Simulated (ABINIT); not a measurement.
# A GW chain in ABINIT: CdSe (Cadmoselite)

How does a plane-wave GW calculation on CdSe (Cadmoselite) run from the first input to the gap?

Program: ABINIT 10.8.3. Level of theory: PBE and many-body steps on it, plane waves. Results are calculated unless marked as measured.

The database entry behind the starting cell differs from later determinations by our own check (inner coordinate of an old entry), so it need not match the best structure at ambient conditions.

### 1. Set-up

The structure is hexagonal, space group P6_3mc (No. 186). Conventional cell: a = 4.300 Å, b = 4.300 Å, c = 7.020 Å, α = 90.00°, β = 90.00°, γ = 120.00°. Cd has 4 Se at 2.61 to 2.70 Å nearest. Nearest to Se lie 4 Cd at 2.61 to 2.70 Å. Farther neighbours and most contacts between anions are not listed.

The cell and positions come from the Crystallography Open Database and are kept as given unless a step says otherwise.

### 2. Ground state

This step: ABINIT 10.8.3; DFT, PBE, plane waves, norm-conserving pseudopotentials.

The ground-state density comes first.

File run.abi:

```
acell 3*1.0 Angstrom
rprim 
  4.300000000016 -0.000000000004 0.000000000000
  -2.150000000005 3.723909236288 0.000000000000
  0.000000000000 0.000000000000 7.020000000000
ntypat 2
znucl 48 34
natom 4
typat 1 1 2 2
xred 
  0.333333333333 0.666666666667 0.000000000000
  0.666666666667 0.333333333333 0.500000000000
  0.333333333333 0.666666666667 0.385000000000
  0.666666666667 0.333333333333 0.885000000000
pp_dirpath "pseudos"
pseudos "Cd.upf, Se.upf"
ecut 48
ngkpt 6 6 4
nshiftk 1
shiftk 0 0 0
kptopt 1
chksymbreak 0
nband 50
occopt 1
tolvrs 1e-10
nstep 60
prtwf 0
optforces 0
optstress 0
indata_prefix "in"
outdata_prefix "out"
tmpdata_prefix "tmp"
```

Command:

```
OMP_NUM_THREADS=1 mpirun -n 8 abinit run.abi > log
```

Numbers of over 12 decimals in the logs are rounded to 6 here.

The program printed:

```text
.Version 10.8.3 of ABINIT. v10.8.2 released Aug 2026.

 Symmetries : space group P6_3 m c (#186); Bravais hP (primitive hexag.)
================================================================================
 Values of the parameters that define the memory need of the present run
     intxc =       0    ionmov =       0      iscf =       7    lmnmax =       6
     lnmax =       6     mgfft =      90  mpssoang =       3    mqgrid =    4138
     natom =       4  nloc_mem =       1    nspden =       1   nspinor =       1
    nsppol =       1      nsym =      12    n1xccc =    2501    ntypat =       2
    occopt =       1   xclevel =       2
-    mband =          50        mffmem =           1         mkmem =           3
       mpw =       12067          nfft =      262440          nkpt =          21
================================================================================
  Rough estimation (10% accuracy) of disk space for files :
================================================================================

--------------------------------------------------------------------------------
------------- Echo of variables that govern the present computation ------------
--------------------------------------------------------------------------------
 -outvars: echo values of preprocessed input variables --------
            acell      1.8897261259E+00  1.8897261259E+00  1.8897261259E+00 Bohr

      chksymbreak           0
             ecut      4.80000000E+01 Hartree
-          fftalg         312

              ixc     -101130
              kpt      0.00000000E+00  0.00000000E+00  0.00000000E+00
                       1.66666667E-01  0.00000000E+00  0.00000000E+00
                       3.33333333E-01  0.00000000E+00  0.00000000E+00
                       5.00000000E-01  0.00000000E+00  0.00000000E+00
                       1.66666667E-01  1.66666667E-01  0.00000000E+00
                       3.33333333E-01  1.66666667E-01  0.00000000E+00
                       3.33333333E-01  3.33333333E-01  0.00000000E+00
                       0.00000000E+00  0.00000000E+00  2.50000000E-01
                       1.66666667E-01  0.00000000E+00  2.50000000E-01
   [... 10 further rows ...]
                       3.33333333E-01  1.66666667E-01  5.00000000E-01
                       3.33333333E-01  3.33333333E-01  5.00000000E-01
         kptrlatt        6    0    0      0    6    0      0    0    4
          kptrlen      4.87549340E+01
P           mkmem           3
            natom           4
            nband          50
            ngfft          54      54      90
             nkpt          21
            nstep          60
             nsym          12
           ntypat           2
              occ      2.000000  2.000000  2.000000  2.000000  2.000000  2.000000
                       2.000000  2.000000  2.000000  2.000000  2.000000  2.000000
                       2.000000  2.000000  2.000000  2.000000  2.000000  2.000000
                       2.000000  2.000000  2.000000  2.000000  2.000000  2.000000
                       2.000000  2.000000  2.000000  2.000000  2.000000  2.000000
                       2.000000  2.000000  2.000000  2.000000  2.000000  2.000000
                       2.000000  2.000000  2.000000  2.000000  2.000000  2.000000
                       2.000000  2.000000  0.000000  0.000000  0.000000  0.000000
                       0.000000  0.000000
        optforces           0
        optstress           0
            prtwf           0
            rprim      4.3000000000E+00 -4.0000000000E-12  0.0000000000E+00
[...]
spgroup         186

           tolvrs      1.00000000E-10

             xred      3.3333333333E-01  6.6666666667E-01  0.0000000000E+00
[...]
znucl       48.00000   34.00000

================================================================================

 chkinp: Checking input parameters for consistency.

================================================================================
== DATASET  1 ==================================================================
-   mpi_nproc: 8, omp_nthreads: 1 (-1 if OMP is not activated)

--- !DatasetInfo
iteration_state: {dtset: 1, }
dimensions: {natom: 4, nkpt: 21, mband: 50, nsppol: 1, nspinor: 1, nspden: 1, mpw: 12067, }
cutoff_energies: {ecut:  48.0, pawecutdg:  -1.0, }
electrons: {nelect:   8.80000000E+01, charge:   0.00000000E+00, occopt:   1.00000000E+00, tsmear:   1.00000000E-02, }

 Real(R)+Recip(G) space primitive vectors, cartesian coordinates (Bohr,Bohr^-1):
 R(1)=  8.1258223  0.0000000  0.0000000  G(1)=  0.1230645  0.0710513  0.0000000
 R(2)= -4.0629112  7.0371686  0.0000000  G(2)=  0.0000000  0.1421026  0.0000000
 R(3)=  0.0000000  0.0000000 13.2658774  G(3)=  0.0000000  0.0000000  0.0753814
 Unit cell volume ucvol=  7.5857977E+02 bohr^3
 Angles (23,13,12)=  9.00000000E+01  9.00000000E+01  1.20000000E+02 degrees

 getcut: wavevector=  0.0000  0.0000  0.0000  ngfft=  54  54  90
         ecut(hartree)=     48.000   => boxcut(ratio)=   2.13128

--- Pseudopotential description ------------------------------------------------
- Cd Generated using ONCVPSP code by D. R. Hamann
- 48.00000  20.00000  171031                  znucl, zion, pspdat
12 -101130 2 -1 1368                          pspcod,pspxc,lmax,lloc,mmax
     nproj     2     2     2
  pspatm : epsatm=   19.67729986
         --- l  ekb(1:nproj) -->
[...]
pspatm: atomic psp has been read  and splines computed

- Se Generated using ONCVPSP code by D. R. Hamann
- 34.00000  24.00000  171031                  znucl, zion, pspdat
12 -101130 2 -1 1214                          pspcod,pspxc,lmax,lloc,mmax
     nproj     2     2     2
  pspatm : epsatm=   25.39064422
         --- l  ekb(1:nproj) -->
[...]
pspatm: atomic psp has been read  and splines computed

   7.93195816E+03                                ecore*ucvol(ha*bohr**3)
--------------------------------------------------------------------------------

_setup2: Arith. and geom. avg. npw (full set) are   12051.354   12051.348

================================================================================

--- !BeginCycle
iteration_state: {dtset: 1, }
solver: {iscf: 7, nstep: 60, nline: 4, wfoptalg: 0, }
tolerances: {tolvrs: 1.00E-10, }

     iter   Etot(hartree)      deltaE(h)  residm     vres2
 ETOT  1  -1021.0500042112    -1.021E+03 2.040E+00 5.098E+03
 ETOT  2  -1026.1561657336    -5.106E+00 1.099E-01 6.615E+03
 ETOT  3  -1026.8704862607    -7.143E-01 3.507E-02 7.632E+02
 ETOT  4  -1026.9134883822    -4.300E-02 6.157E-03 2.938E+02
 ETOT  5  -1026.9395538294    -2.607E-02 1.966E-03 1.702E+01
 ETOT  6  -1026.9410737255    -1.520E-03 1.027E-03 8.332E-02
 ETOT  7  -1026.9410682953     5.430E-06 5.446E-04 1.245E-01
 ETOT  8  -1026.9410784537    -1.016E-05 1.465E-04 1.625E-02
 ETOT  9  -1026.9410799470    -1.493E-06 1.243E-04 2.412E-03
 ETOT 10  -1026.9410801884    -2.414E-07 4.263E-05 3.662E-06
 ETOT 11  -1026.9410801888    -3.961E-10 2.740E-05 1.591E-07
 ETOT 12  -1026.9410801888     5.684E-12 1.356E-05 1.000E-08
 ETOT 13  -1026.9410801888    -1.364E-11 6.024E-06 8.030E-10
 ETOT 14  -1026.9410801888     2.524E-11 4.305E-06 8.708E-11

 At SCF step   14       vres2   =  8.71E-11 < tolvrs=  1.00E-10 =>converged.

--- !ResultsGS
iteration_state: {dtset: 1, }
comment   : Summary of ground state results
lattice_vectors:
- [  8.1258223,  -0.0000000,   0.0000000, ]
- [ -4.0629112,   7.0371686,   0.0000000, ]
- [  0.0000000,   0.0000000,  13.2658774, ]
lattice_lengths: [   8.12582,    8.12582,   13.26588, ]
lattice_angles: [ 90.000,  90.000, 120.000, ] # degrees, (23, 13, 12)
lattice_volume:   7.5857977E+02
convergence: {deltae:  2.524E-11, res2:  8.708E-11, residm:  4.305E-06, diffor:  0.000E+00, }
etotal    :  -1.02694108E+03
entropy   :   0.00000000E+00
fermie    :   1.78727554E-01
cartesian_stress_tensor: null
pressure_GPa: null
xred      :
- [  3.3333E-01,   6.6667E-01,   0.0000E+00, Cd]
- [  6.6667E-01,   3.3333E-01,   5.0000E-01, Cd]
- [  3.3333E-01,   6.6667E-01,   3.8500E-01, Se]
- [  6.6667E-01,   3.3333E-01,   8.8500E-01, Se]
cartesian_forces: null
force_length_stats: {min: null, max: null, mean: null, }

 Integrated electronic density in atomic spheres:
 ------------------------------------------------
 Atom  Sphere_radius  Integrated_density
[...]
4        2.00000         21.25239655
================================================================================

 ----iterations are completed or convergence reached----

 Mean square residual over all n,k,spin=   12.136E-09; max=  43.051E-07
 reduced coordinates (array xred) for    4 atoms
       0.333333333333      0.666666666667      0.000000000000
       0.666666666667      0.333333333333      0.500000000000
       0.333333333333      0.666666666667      0.385000000000
       0.666666666667      0.333333333333      0.885000000000
 rms dE/dt=  0.0000E+00; max dE/dt=  0.0000E+00; dE/dt below (all hartree)
    1       0.000000000000      0.000000000000      0.000000000000
    2       0.000000000000      0.000000000000      0.000000000000
    3       0.000000000000      0.000000000000      0.000000000000
    4       0.000000000000      0.000000000000      0.000000000000

 cartesian coordinates (angstrom) at end:
    1      2e-12     2.482606     0.000000
    2      2.150000     1.241303     3.510000
    3      2e-12     2.482606     2.702700
    4      2.150000     1.241303     6.212700
 length scales=  1.889726125908  1.889726125908  1.889726125908 bohr
              =  1.000000000000  1.000000000000  1.000000000000 angstroms
 prteigrs : about to open file out_EIG
 Fermi (or HOMO) energy (hartree) =   0.17873   Average Vxc (hartree)=  -0.34283
 Eigenvalues (hartree) for nkpt=  21  k points:
 kpt#   1, nband= 50, wtk=  0.00694, kpt=  0.0000  0.0000  0.0000 (reduced coord)
  -7.42950   -7.42950   -5.20516   -5.20516   -5.20515   -5.20515   -5.20479   -5.20479
  -3.55826   -3.55825   -2.12689   -2.12686   -2.12680   -2.12680   -2.12676   -2.12676
  -1.53643   -1.53643   -1.53643   -1.53643   -1.53597   -1.53597   -1.53597   -1.53597
  -1.53594   -1.53593   -0.28408   -0.27060   -0.11282   -0.11282   -0.11077   -0.11077
  -0.11054   -0.09970   -0.09970   -0.09735   -0.09735   -0.08703    0.02318    0.15242
   0.15242    0.17830    0.17873    0.17873    0.20449    0.25671    0.39530    0.39530
   0.40469    0.43613
 prteigrs : prtvol=0 or 1, do not print more k-points.

--- !EnergyTerms
iteration_state     : {dtset: 1, }
comment             : Components of total free energy in Hartree
kinetic             :  4.16164967793540E+02
hartree             :  4.20821271244218E+02
xc                  : -1.06087559337043E+02
Ewald energy        : -4.55605121140464E+02
psp_core            :  1.04563270294379E+01
local_psp           : -1.16000890543897E+03
non_local_psp       : -1.52682060339536E+02
total_energy        : -1.02694108018881E+03
total_energy_eV     : -2.79444903848827E+04
band_energy         : -1.64540106224466E+02

== END DATASET(S) ==============================================================
================================================================================

 -outvars: echo values of variables after computation  --------
           etotal     -1.0269410802E+03
            nband          50
             nkpt          21
          spgroup         186
 [... the other variables as echoed above ...]

 Calculation completed.
```

Run time: 2.1 min. Hardware: 8 MPI ranks of Intel Xeon Platinum 8488C (Sapphire Rapids), shared host; peak memory 1.2 GiB; 17 min of CPU time.

Numbers from this step:

- total energy: -27944.4904 eV
- gap: 0.7010 eV
- k of the valence top: 0, 0, 0
- k of the conduction bottom: 0, 0, 0
- least direct gap: 0.7010 eV

The gap is direct, at Γ.

(Continued in part 2 of 3.)

[Paths, hosts, dates, memory and timing lines, banners, echoed tables and standing remarks are left out of the program output.]

[Logs are printed without paths, hosts, clocks, repeated set-up lines and the standing remarks that a program may print on its own settings, such as how far it seeks lower states.]

[Runs of the session that timed out or met a known fault of the program may be left out.]

[Hosts, paths, dates, database ids (printed as entryN), source tags and the programs' standing remarks are cut or masked in the printed files.]

[G0W0 gaps are taken among the corrected bands and points alone; a level outside them can change the order at an edge.]

[Where Ansatz stands beside ABINIT at settings called matched, ABINIT's density can come from a denser mesh and the files from another edition; pairs whose starting gaps differed by over 0.03 eV were left out, so agreement reads better than it is.]
